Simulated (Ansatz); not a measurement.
# Where V_C (site 2) puts its levels in the gap of SiC (P6_3mc)

Aim: at which Fermi levels does V_C (site 2) in SiC (P6_3mc) change its charge? The model is a cell of 108 host atoms with 1 C taken out.

Method: place-levels on r2SCAN runs: charge-transition levels and formation energies with image-charge correction and potential alignment at the atomic sites; PAW set soft_1, in Ansatz 0.2.0.

**Measured values to reproduce.**

For SiC, 6H (bulk crystal, literature), “Charge spill-out and work function of few-layer graphene on SiC(0001)” (2018, arxiv:1806.04908) quotes earlier work: band gap (indirect gap, experimental literature value) 3.03 eV [Literature value cited in passing in the theory part; temperature and measurement method …].

This is a report of a sequence of runs, with most program output left out.

## 1. Set-up

The cell holds 107 atoms: 54 Si and 53 C. Its edges and angles: a = 9.236 Å, b = 9.236 Å, c = 15.108 Å, α = 90.0°, β = 90.0°, γ = 120.0°. It derives from SiC (space group P6_3mc). Nearest the centre at fractional (0.667, 0.667, 0.374): Si62 at 1.88 Å, Si98 at 1.88 Å, Si50 at 1.88 Å, Si101 at 1.89 Å, C70 at 3.08 Å, C105 at 3.08 Å, C58 at 3.08 Å, C8 at 3.08 Å.

The host's dielectric constants go in as inputs: (7.09, 7.09, 7.35) for the electrons alone, (10.43, 10.43, 10.95) with the ions, computed on the host (DFPT, PBEsol, on the r2SCAN cell), and a cell off the functional's own equilibrium shifts the ionic part.

The cell's shortest repeat is 9.2 Å.

## 2. The runs of each charge state

Levels follow from differences of total energies between charge states, each relaxed by itself.

Each atom starts 0.05 Å or so off its site in a random direction: a symmetric start keeps its symmetry, and would miss off-centre moves and Jahn–Teller distortions. Forces are taken at one point at (¼, ¼, ¼). The cell holds 2 electrons more than the neutral one, with a uniform background that keeps it neutral on the whole.

The sampling was tested on the host first: at the k-points planned (1x1x1 shifted 0.25 0.25 0.25) its energy lies -0.041 eV an atom from the dense-mesh value, a large miss, so this sampling is coarse for the host.

One state's input; the others differ in charge, spin, start and seed, and in occupations where the table says so.

Contents of qm2.relax/input.yaml:

```yaml
crystal:
  lattice:
    - [3.07866498, 0.0, 0.0]
    - [-1.53933249, 2.66620208, 0.0]
    - [0.0, 0.0, 15.1078644]
  atoms:
    - { symbol: Si, position: [0.33333333, 0.66666667, 0.8329854] }
    - { symbol: Si, position: [0.66666667, 0.33333333, 0.3329854] }
    - { symbol: Si, position: [0.66666667, 0.33333333, 0.66650102] }
    - { symbol: Si, position: [0.33333333, 0.66666667, 0.16650102] }
    - { symbol: Si, position: [0.0, 0.0, 0.49972248] }
    - { symbol: Si, position: [0.0, 0.0, 0.99972248] }
    - { symbol: C, position: [0.0, 0.0, 0.87436694] }
    - { symbol: C, position: [0.0, 0.0, 0.37436694] }
    - { symbol: C, position: [0.33333333, 0.66666667, 0.70799668] }
    - { symbol: C, position: [0.66666667, 0.33333333, 0.20799668] }
    - { symbol: C, position: [0.66666667, 0.33333333, 0.54152848] }
    - { symbol: C, position: [0.33333333, 0.66666667, 0.04152848] }
  supercell: [3, 3, 1]
  defects: [{ vacancy: 103 }]
total_charge: -2
basis:
  ecutwfc: 500
  xc_grid: 2
hamiltonian:
  xc: r2scan
  pseudopotentials: { kind: paw, azcp: { folder: soft_1 } }
kpoints:
  mp_grid: { grid: [1, 1, 1], shift: [0.25, 0.25, 0.25] }
scf:
  occupations: { method: fixed }
  max_iter: 80
output:
  forces: true
  charged_corrections:
    epsilon: [7.09, 7.09, 7.35]
    static_epsilon: [10.43, 10.43, 10.95]
relax:
  f_tol: 0.02
  max_steps: 80
  random_displacement: { amplitude: 0.05, seed: 7411 }
checkpoint:
  write: "../qm2.relax.run"
  compress: false
  write_wavefunctions: true
  write_every: 100000
```

On the command line:

```console
ansatz run input.yaml --threads 8 --pin off --max-ram 15073MiB --backend cpu --events-out ev --progress --plain --runs-dir out
```

The relaxed structure is kept and the sampling changed to a 2×2×2 shifted mesh.

The run of this state that the levels use, under r2SCAN:

Contents of qm2.point/input.yaml:

```yaml
crystal:
  checkpoint: "../qm2.relax.run"
  host: checkpoint
total_charge: -2
basis:
  ecutwfc: 500
  xc_grid: 2
hamiltonian:
  xc: r2scan
  pseudopotentials: { kind: paw, azcp: { folder: soft_1 } }
kpoints:
  mp_grid: { grid: [2, 2, 2], shift: [0.5, 0.5, 0.5] }
scf:
  occupations: { method: fermi_dirac, width: 0.01 }
  max_iter: 80
output:
  forces: true
  eigenvalues: true
  charged_corrections:
    epsilon: [7.09, 7.09, 7.35]
    static_epsilon: [10.43, 10.43, 10.95]
    defect_position: [0.666667, 0.666667, 0.374367]
  eigenstates: { localisation: true }
  populations: true
checkpoint:
  read: "../qm2.relax.run"
  write: "../qm2.point.run"
  compress: false
  write_wavefunctions: false
  write_every: 100000
```

Relaxations under r2SCAN at one point at (¼, ¼, ¼); times on 8 threads of Arm Neoverse N1, shared host:

| charge | moment (μB) | occupations | outcome | steps | largest displacement against the far atoms (Å) | time |
| --- | --- | --- | --- | --- | --- | --- |
| −2 | 0 | fixed | converged | 10 | 0.66 | 5.5 min |
| −2 | 2 | fixed | converged | 8 | 0.25 | 9.5 min |
| −1 | 1 | fixed | converged | 20 | 0.25 | 26 min |
| 0 | 0 | fixed | converged | 7 | 0.22 | 3.7 min |
| 0 | 2 | fixed | converged | 7 | 0.11 | 8.1 min |
| +1 | 1 | fixed | converged | 6 | 0.12 | 8 min |
| +2 | 0 | fixed | converged | 7 | 0.13 | 3.7 min |
| +2 | 2 | fixed | converged | 12 | 0.12 | 15 min |

Single points under r2SCAN at a 2×2×2 shifted mesh; times on 8 threads of Arm Neoverse N1, shared host:

| charge | moment (μB) | occupations | outcome | time |
| --- | --- | --- | --- | --- |
| −2 | 0 | fermi-dirac | converged | 2.9 min |
| −2 | 2 | fermi-dirac | converged | 7.9 min |
| −1 | 1 | fermi-dirac | converged | 7.6 min |
| 0 | 0 | fermi-dirac | converged | 3.1 min |
| 0 | 2 | fermi-dirac | converged | 8 min |
| +1 | 1 | fermi-dirac | converged | 9.1 min |
| +2 | 0 | fermi-dirac | converged | 3.5 min |
| +2 | 2 | fermi-dirac | converged | 11 min |

Distances (Å) from the ideal centre to the nearest atoms after relaxation with r2SCAN:

| charge | moment (μB) | 1. | 2. | 3. | 4. | 5. | 6. |
| --- | --- | --- | --- | --- | --- | --- | --- |
| −2 | 0 | Si 1.23 | Si 1.85 | Si 1.85 | Si 1.87 | C 3.00 | C 3.00 |
| −2 | 2 | Si 1.65 | Si 1.71 | Si 1.73 | Si 1.77 | C 3.03 | C 3.04 |
| −1 | 1 | Si 1.70 | Si 1.77 | Si 1.80 | Si 1.84 | C 2.98 | C 3.02 |
| 0 | 0 | Si 1.79 | Si 1.84 | Si 1.85 | Si 1.87 | C 2.93 | C 2.98 |
| 0 | 2 | Si 1.82 | Si 1.85 | Si 1.86 | Si 1.92 | C 3.02 | C 3.02 |
| +1 | 1 | Si 1.90 | Si 1.92 | Si 1.93 | Si 1.95 | C 3.01 | C 3.02 |
| +2 | 0 | Si 1.99 | Si 2.00 | Si 2.01 | Si 2.03 | C 3.06 | C 3.06 |
| +2 | 2 | Si 1.89 | Si 1.92 | Si 1.93 | Si 1.95 | C 3.00 | C 3.02 |

## 3. Placing the levels, r2SCAN

A charged cell interacts with its images and the background, and its potential has another zero than the host's. place-levels removes the first by a point-charge model, screened by the static dielectric constant since the ions have relaxed around the charge, and the second by comparing potentials at atoms far from the defect.

The host is a run of the defect-free crystal in the same cutoffs, grids and k-points, so that basis and sampling errors cancel in part in the differences. The host is run in a cell of 12 atoms on a matching mesh. Its band edges are searched through the zone by a band path, so the gap is smaller than, or equal to, that on the mesh. Chemical potentials are energies per atom of C (diamond), run with the same functional and cutoff. Carbon is taken as diamond, which semilocal functionals can put about 0.1 eV an atom over graphite.

Contents of levels.point.yaml:

```yaml
host:
  run: host.point.run
states: [qm2.point.run, qm2_M2.point.run, qm1_M1.point.run, q0.point.run, q0_M2.point.run, qp1_M1.point.run, qp2.point.run, qp2_M2.point.run]
geometry_from:
  qm2.point.run: qm2.relax.run
  qm2_M2.point.run: qm2_M2.relax.run
  qm1_M1.point.run: qm1_M1.relax.run
  q0.point.run: q0.relax.run
  q0_M2.point.run: q0_M2.relax.run
  qp1_M1.point.run: qp1_M1.relax.run
  qp2.point.run: qp2.relax.run
  qp2_M2.point.run: qp2_M2.relax.run
  host.point.run: host.relax.run
chemical_potentials:
  C:
    energy: -251.553391
    dataset: "<sha256 of the dataset>"
epsilon: [7.09, 7.09, 7.35]
static_epsilon: [10.43, 10.43, 10.95]
vertical:
  - { from: qm2.point.run, to: qm2.point_neutral.run }
  - { from: qm2_M2.point.run, to: qm2_M2.point_neutral.run }
  - { from: qm1_M1.point.run, to: qm1_M1.point_neutral.run }
  - { from: qp1_M1.point.run, to: qp1_M1.point_neutral.run }
  - { from: qp2.point.run, to: qp2.point_neutral.run }
  - { from: qp2_M2.point.run, to: qp2_M2.point_neutral.run }
```

On the command line:

```console
ansatz place-levels levels.point.yaml -- --threads 8 --pin off --max-ram 15073MiB
```

Run time: 1.9 s. Hardware: 8 threads of Arm Neoverse N1, shared host.

Under r2SCAN the gap is 2.37 eV, (+2/+1) 1.22, (+1/0) 1.51, (0/−1) 2.32, (−1/−2) 2.36 eV.

Levels between the charges placed, in eV above the valence top:

|  | gap (eV) | (+2/+1) | (+1/0) | (0/−1) | (−1/−2) |
| --- | --- | --- | --- | --- | --- |
| r2SCAN | 2.37 | 1.22 | 1.51 | 2.32 | 2.36 |

Corrections by state:

| charge | moment (μB) | image terms and alignment (eV) | band filling (eV) | ε used | over the lowest of its charge, as the program ranks them, band filling apart (eV) |
| --- | --- | --- | --- | --- | --- |
| +2 | 0.0 | 0.422 | - | principal values (10.43, 10.43, 10.95) | 0.000 |
| +1 | 1.0 | 0.066 | - | principal values (10.43, 10.43, 10.95) | 0.000 |
| 0 | 0.0 | 0.000 | - | - | 0.000 |
| −1 | 1.0 | 0.241 | - | principal values (10.43, 10.43, 10.95) | 0.000 |
| −2 | 0.0 | 0.779 | - | principal values (10.43, 10.43, 10.95) | 0.000 |
| +2 | 2.0 | 0.225 | - | principal values (10.43, 10.43, 10.95) | 1.657 |
| 0 | 2.0 | 0.000 | - | - | 0.167 |
| −2 | 2.0 | 0.748 | - | principal values (10.43, 10.43, 10.95) | 0.349 |

The charged structures listed were also run neutral, and place-levels reads from each pair, by the potential or the spins, how wide the charge is by which they differ; that can be the carrier of either run.

| charge | rms radius (Å) | spread where it is widest against the cell (Å) | wide from (Å) | reading |
| --- | --- | --- | --- | --- |
| +2 | 3.5 | 1.67 | 1.39 | wide |
| +1 | 3.0 | 1.53 | 1.39 | wide |
| −1 | 2.6 | 1.38 | 1.39 | narrow |
| −2 | 2.6 | 1.47 | 1.39 | wide |

The neutral runs of these pairs need not share the spin of the lowest neutral state, and very wide values only mean spread over the cell.

From the program's caveats on the states, each cut to its opening words:

- charge +2: it parts from the run at its places by a charge that spreads by about 1.7 Å along one vector (1.4 Å or more is wide), by its potential at epsilon [7.09, 7.09, [...]
- charge +2: its alignment with the host at atomic sites is doubtful: the mean over the far sites moves by -0.0502 eV from their farther parts to their nearer, more than [...]
- charge +1 (1 μB), −2: it parts from the run at its places by a charge that spreads by about 1.5 Å along one vector (1.4 Å or more is wide), by its potential at epsilon [7.09, 7.09, [...]
- charge +1 (1 μB): the host's ions (past the first shell or, of a walk that freed a part, those that it held) aren't shown at rest: they stand up to 0.071 Å off their sites, 0.58 [...]
- charge +1 (1 μB), −1 (1 μB), +2 (2 μB), 0 (2 μB), −2 (2 μB): flagged: stability check not made
- charge 0: its sublattices stand up to 0.0605 Å off the host's, which by the two runs' forces adds about +0.01 eV to its energy against the host's, and moves the band [...]
- charge −1 (1 μB): its sublattices stand up to 0.0242 Å off the host's, which by the two runs' forces adds about +0.01 eV to its energy against the host's, and moves the band [...]
- charge +2 (2 μB): it parts from the run at its places by a charge that spreads by about 4.5 Å along one vector (2.6 Å or more is wide), by its potential at epsilon [7.09, 7.09, [...]
- charge +2 (2 μB): its alignment with the host at atomic sites is doubtful: the mean over the far sites moves by +0.1298 eV from their farther parts to their nearer, more than [...]
- charge +2 (2 μB): the host's ions (past the first shell or, of a walk that freed a part, those that it held) aren't shown at rest: they stand up to 0.075 Å off their sites, 0.26 [...]
- charge +2 (2 μB): its moments are held at its close (magnetization.spin_locking), by a field of 0.895 eV a Bohr magneton, and its energy and levels are of the state that this [...]
- charge −2 (2 μB): it parts from the run at its places by a charge that spreads by about 1.4 Å along one vector (1.4 Å or more is wide), by its potential at epsilon [7.09, 7.09, [...]
- charge −2 (2 μB): its sublattices stand up to 0.0296 Å off the host's, which by the two runs' forces adds about +0.01 eV to its energy against the host's, and moves the band [...]

The host's formation energy from the elements is -0.356 eV per atom; it sets how far the chemical potentials can move.

Limit set by the element alone; other compounds of these elements are not counted. Chemical potentials from the elements' reference states: C 0.00 eV, Si -0.71 eV. Formation energy by charge state (C-rich; gap 2.37 eV):

| charge | at valence top (eV) | at conduction bottom (eV) | correction included (eV) |
| --- | --- | --- | --- |
| +2 | 2.47 | 7.20 | 0.42 |
| +1 | 3.69 | 6.06 | 0.07 |
| 0 | 5.20 | 5.20 | 0.00 |
| −1 | 7.52 | 5.15 | 0.24 |
| −2 | 9.88 | 5.14 | 0.78 |

```
Fermi level (eV)  lowest formation energy (eV)
            0.00                          2.47
            0.22                          2.90
            0.43                          3.33
            0.65                          3.76
            0.86                          4.19
            1.08                          4.62
            1.29                          4.98
            1.51                          5.20
            1.72                          5.20
            1.94                          5.20
            2.15                          5.20
            2.37                          5.14
```

Limit set by the element alone; other compounds of these elements are not counted. Chemical potentials from the elements' reference states: Si 0.00 eV, C -0.71 eV. Formation energy by charge state (Si-rich; gap 2.37 eV):

| charge | at valence top (eV) | at conduction bottom (eV) | correction included (eV) |
| --- | --- | --- | --- |
| +2 | 1.76 | 6.49 | 0.42 |
| +1 | 2.98 | 5.35 | 0.07 |
| 0 | 4.49 | 4.49 | 0.00 |
| −1 | 6.81 | 4.44 | 0.24 |
| −2 | 9.16 | 4.43 | 0.78 |

| Fermi level (eV) | lowest formation energy (eV) |
| --- | --- |
| 0.00 | 1.76 |
| 0.22 | 2.19 |
| 0.43 | 2.62 |
| 0.65 | 3.05 |
| 0.86 | 3.48 |
| 1.08 | 3.91 |
| 1.29 | 4.27 |
| 1.51 | 4.49 |
| 1.72 | 4.49 |
| 1.94 | 4.49 |
| 2.15 | 4.49 |
| 2.37 | 4.43 |

## 4. The same at the relaxations' own k-points

The relaxations' own energies give the levels at their sampling, for comparison.

Contents of levels.relax_mesh.yaml:

```yaml
host:
  run: host.relax.run
states: [qm2.relax.run, qm2_M2.relax.run, qm1_M1.relax.run, q0.relax.run, q0_M2.relax.run, qp1_M1.relax.run, qp2.relax.run, qp2_M2.relax.run]
chemical_potentials:
  C:
    energy: -251.553391
    dataset: "<sha256 of the dataset>"
```

On the command line:

```console
ansatz place-levels levels.relax_mesh.yaml -- --threads 8 --pin off --max-ram 15073MiB
```

Wall time 0.52 s (8 threads).

Levels between neighbouring charges, in eV above the valence top:

|  | gap (eV) | (+2/+1) | (+1/0) | (0/−1) | (−1/−2) |
| --- | --- | --- | --- | --- | --- |
| one point at (¼, ¼, ¼) | 2.38 | 1.03 | 1.38 | 2.15 | 2.28 |
| a 2×2×2 shifted mesh | 2.37 | 1.22 | 1.51 | 2.32 | 2.36 |

Going from one point at (¼, ¼, ¼) to a 2×2×2 shifted mesh moves the levels that carry no band-filling term by up to 0.20 eV and formation energies against the elements by up to 0.44 eV.

## 5. Levels against the band edges, PBEsol

PBEsol on the same structure is run to see how far the result rests on the functional, though not on the errors that semilocal functionals share.

qm2.pbesol/input.yaml, as its differences from qm2.point/input.yaml of step 2:

```diff
@@ -5,7 +5,7 @@
 basis:
-  ecutwfc: 500
+  ecutwfc: 420
   xc_grid: 2
 hamiltonian:
-  xc: r2scan
-  pseudopotentials: { kind: paw, azcp: { folder: soft_1 } }
+  xc: pbesol
+  pseudopotentials: { kind: paw, azcp: { folder: soft_1 }, xc_functional: pbe }
 kpoints:
@@ -25,4 +25,3 @@
 checkpoint:
-  read: "../qm2.relax.run"
-  write: "../qm2.point.run"
+  write: "../qm2.pbesol.run"
   compress: false
```

It took 2.1 min on 8 threads; peak memory 6.2 GiB; 16 min of CPU time.

Contents of levels.pbesol.yaml:

```yaml
host:
  run: host.pbesol.run
  levels_from: { run: edges.pbesol.run }
states: [qm2.pbesol.run, qm2_M2.pbesol.run, qm1_M1.pbesol.run, q0.pbesol.run, q0_M2.pbesol.run, qp1_M1.pbesol.run, qp2.pbesol.run, qp2_M2.pbesol.run]
geometry_from:
  qm2.pbesol.run: qm2.relax.run
  qm2_M2.pbesol.run: qm2_M2.relax.run
  qm1_M1.pbesol.run: qm1_M1.relax.run
  q0.pbesol.run: q0.relax.run
  q0_M2.pbesol.run: q0_M2.relax.run
  qp1_M1.pbesol.run: qp1_M1.relax.run
  qp2.pbesol.run: qp2.relax.run
  qp2_M2.pbesol.run: qp2_M2.relax.run
  host.pbesol.run: host.relax.run
chemical_potentials:
  C:
    energy: -246.668769
    dataset: "<sha256 of the dataset>"
```

On the command line:

```console
ansatz place-levels levels.pbesol.yaml -- --threads 8 --pin off --max-ram 15073MiB
```

Run time: 1.1 s. Hardware: 8 threads.

Under PBEsol the gap is 1.90 eV, (+2/+1) 1.06, (+1/0) 1.21, (0/−1) 2.08 (outside the gap), (−1/−2) 2.15 (outside the gap) eV.

## 6. Cost and result

Levels between neighbouring charges, in eV above each run's own valence top:

|  | gap (eV) | (+2/+1) | (+1/0) | (0/−1) | (−1/−2) | CPU time a state at this stage (restarts are quicker than cold starts) |
| --- | --- | --- | --- | --- | --- | --- |
| r2SCAN, 2×2×2 shifted mesh | 2.37 | 1.22 | 1.51 | 2.32 | 2.36 | 51 min |
| PBEsol on r2SCAN structures, 2×2×2 shifted mesh | 1.90 | 1.06 | 1.21 | 2.08 | 2.15 | 30 min |

## 7. Outcome

```yaml
gap_of_the_host: 2.37 eV (r2SCAN)
level_plus_2_plus_1: 1.22 eV above the valence top
level_plus_1_over_0: 1.51 eV above the valence top
level_0_minus_1: 2.32 eV above the valence top
level_minus_1_minus_2: 2.36 eV above the valence top
lowest_of_the_charges_placed_just_above_the_valence_top_0p02_ev: +2
lowest_of_the_charges_placed_just_below_the_conduction_bottom_0p02_ev: −1
lowest_formation_energy_at_mid_gap_of_the_charges_run_c_rich: 4.84 eV
lowest_formation_energy_at_mid_gap_of_the_charges_run_si_rich: 4.12 eV
```

What this shows: Of the charges placed (−2, −1, 0, +1 and +2), the lowest changes at 1.22 eV (+2/+1), 1.51 eV (+1/0) and 2.32 eV (0/−1) above the valence top, in a gap of 2.37 eV. (0/−1) lies nearer to a band edge than the share of the finite-size correction in it (0.24 eV), and that correction holds for a localised charge alone. (0/−1) and (−1/−2) lie 0.05 and 0.01 eV from a band edge, less than the doubt on such levels. Charges above +2 were not placed, so these runs say nothing of levels that involve them. States placed: +2 at 0 μB and 2 μB; +1 at 1 μB; 0 at 0 μB and 2 μB; −1 at 1 μB; −2 at 0 μB and 2 μB. Other spin states or structures, where not listed, weren't placed. Going from one point at (¼, ¼, ¼) to a 2×2×2 shifted mesh moves the levels that carry no band-filling term by up to 0.20 eV and formation energies against the elements by up to 0.44 eV. The program doubts the alignment of potentials for at least one state, a sign that the cell is small. What this leaves open: r2SCAN makes the gap too small and tends to spread out bound carriers; force components of up to 0.24 eV/Å remain in a run at the final settings.

Comparison with the measured values:

```
                             quantity  measured           PBEsol           r2SCAN
band gap (least gap of the host) (eV)      3.03  1.90 (-1.13 eV)  2.37 (-0.66 eV)
```

Measured values from arxiv:1806.04908 (2018).

**Verdict.** For the band gap, of the levels listed nearest comes r2SCAN (-0.66 eV, a clear miss) and farthest PBEsol (-1.13 eV, a clear miss). Local and semilocal functionals usually give gaps below the measured ones. Zero-point and thermal motion shift the measured gap.

[Logs are printed without paths, hosts, clocks, repeated set-up lines and the standing remarks that a program may print on its own settings, such as how far it seeks lower states.]

[Hosts, paths, dates, database ids (printed as entryN), source tags and the programs' standing remarks are cut or masked in the printed files.]

[Where a table of states has a column of steps, it counts the stored structures, which are thinned; the runs took as many ionic steps or more.]

[A defect's name tells the site on which it was built; relaxed atoms can leave that site.]

[For some hosts the program warned that the k-mesh of the response run may be too coarse for force constants and the static dielectric constant; such warnings are not shown here.]
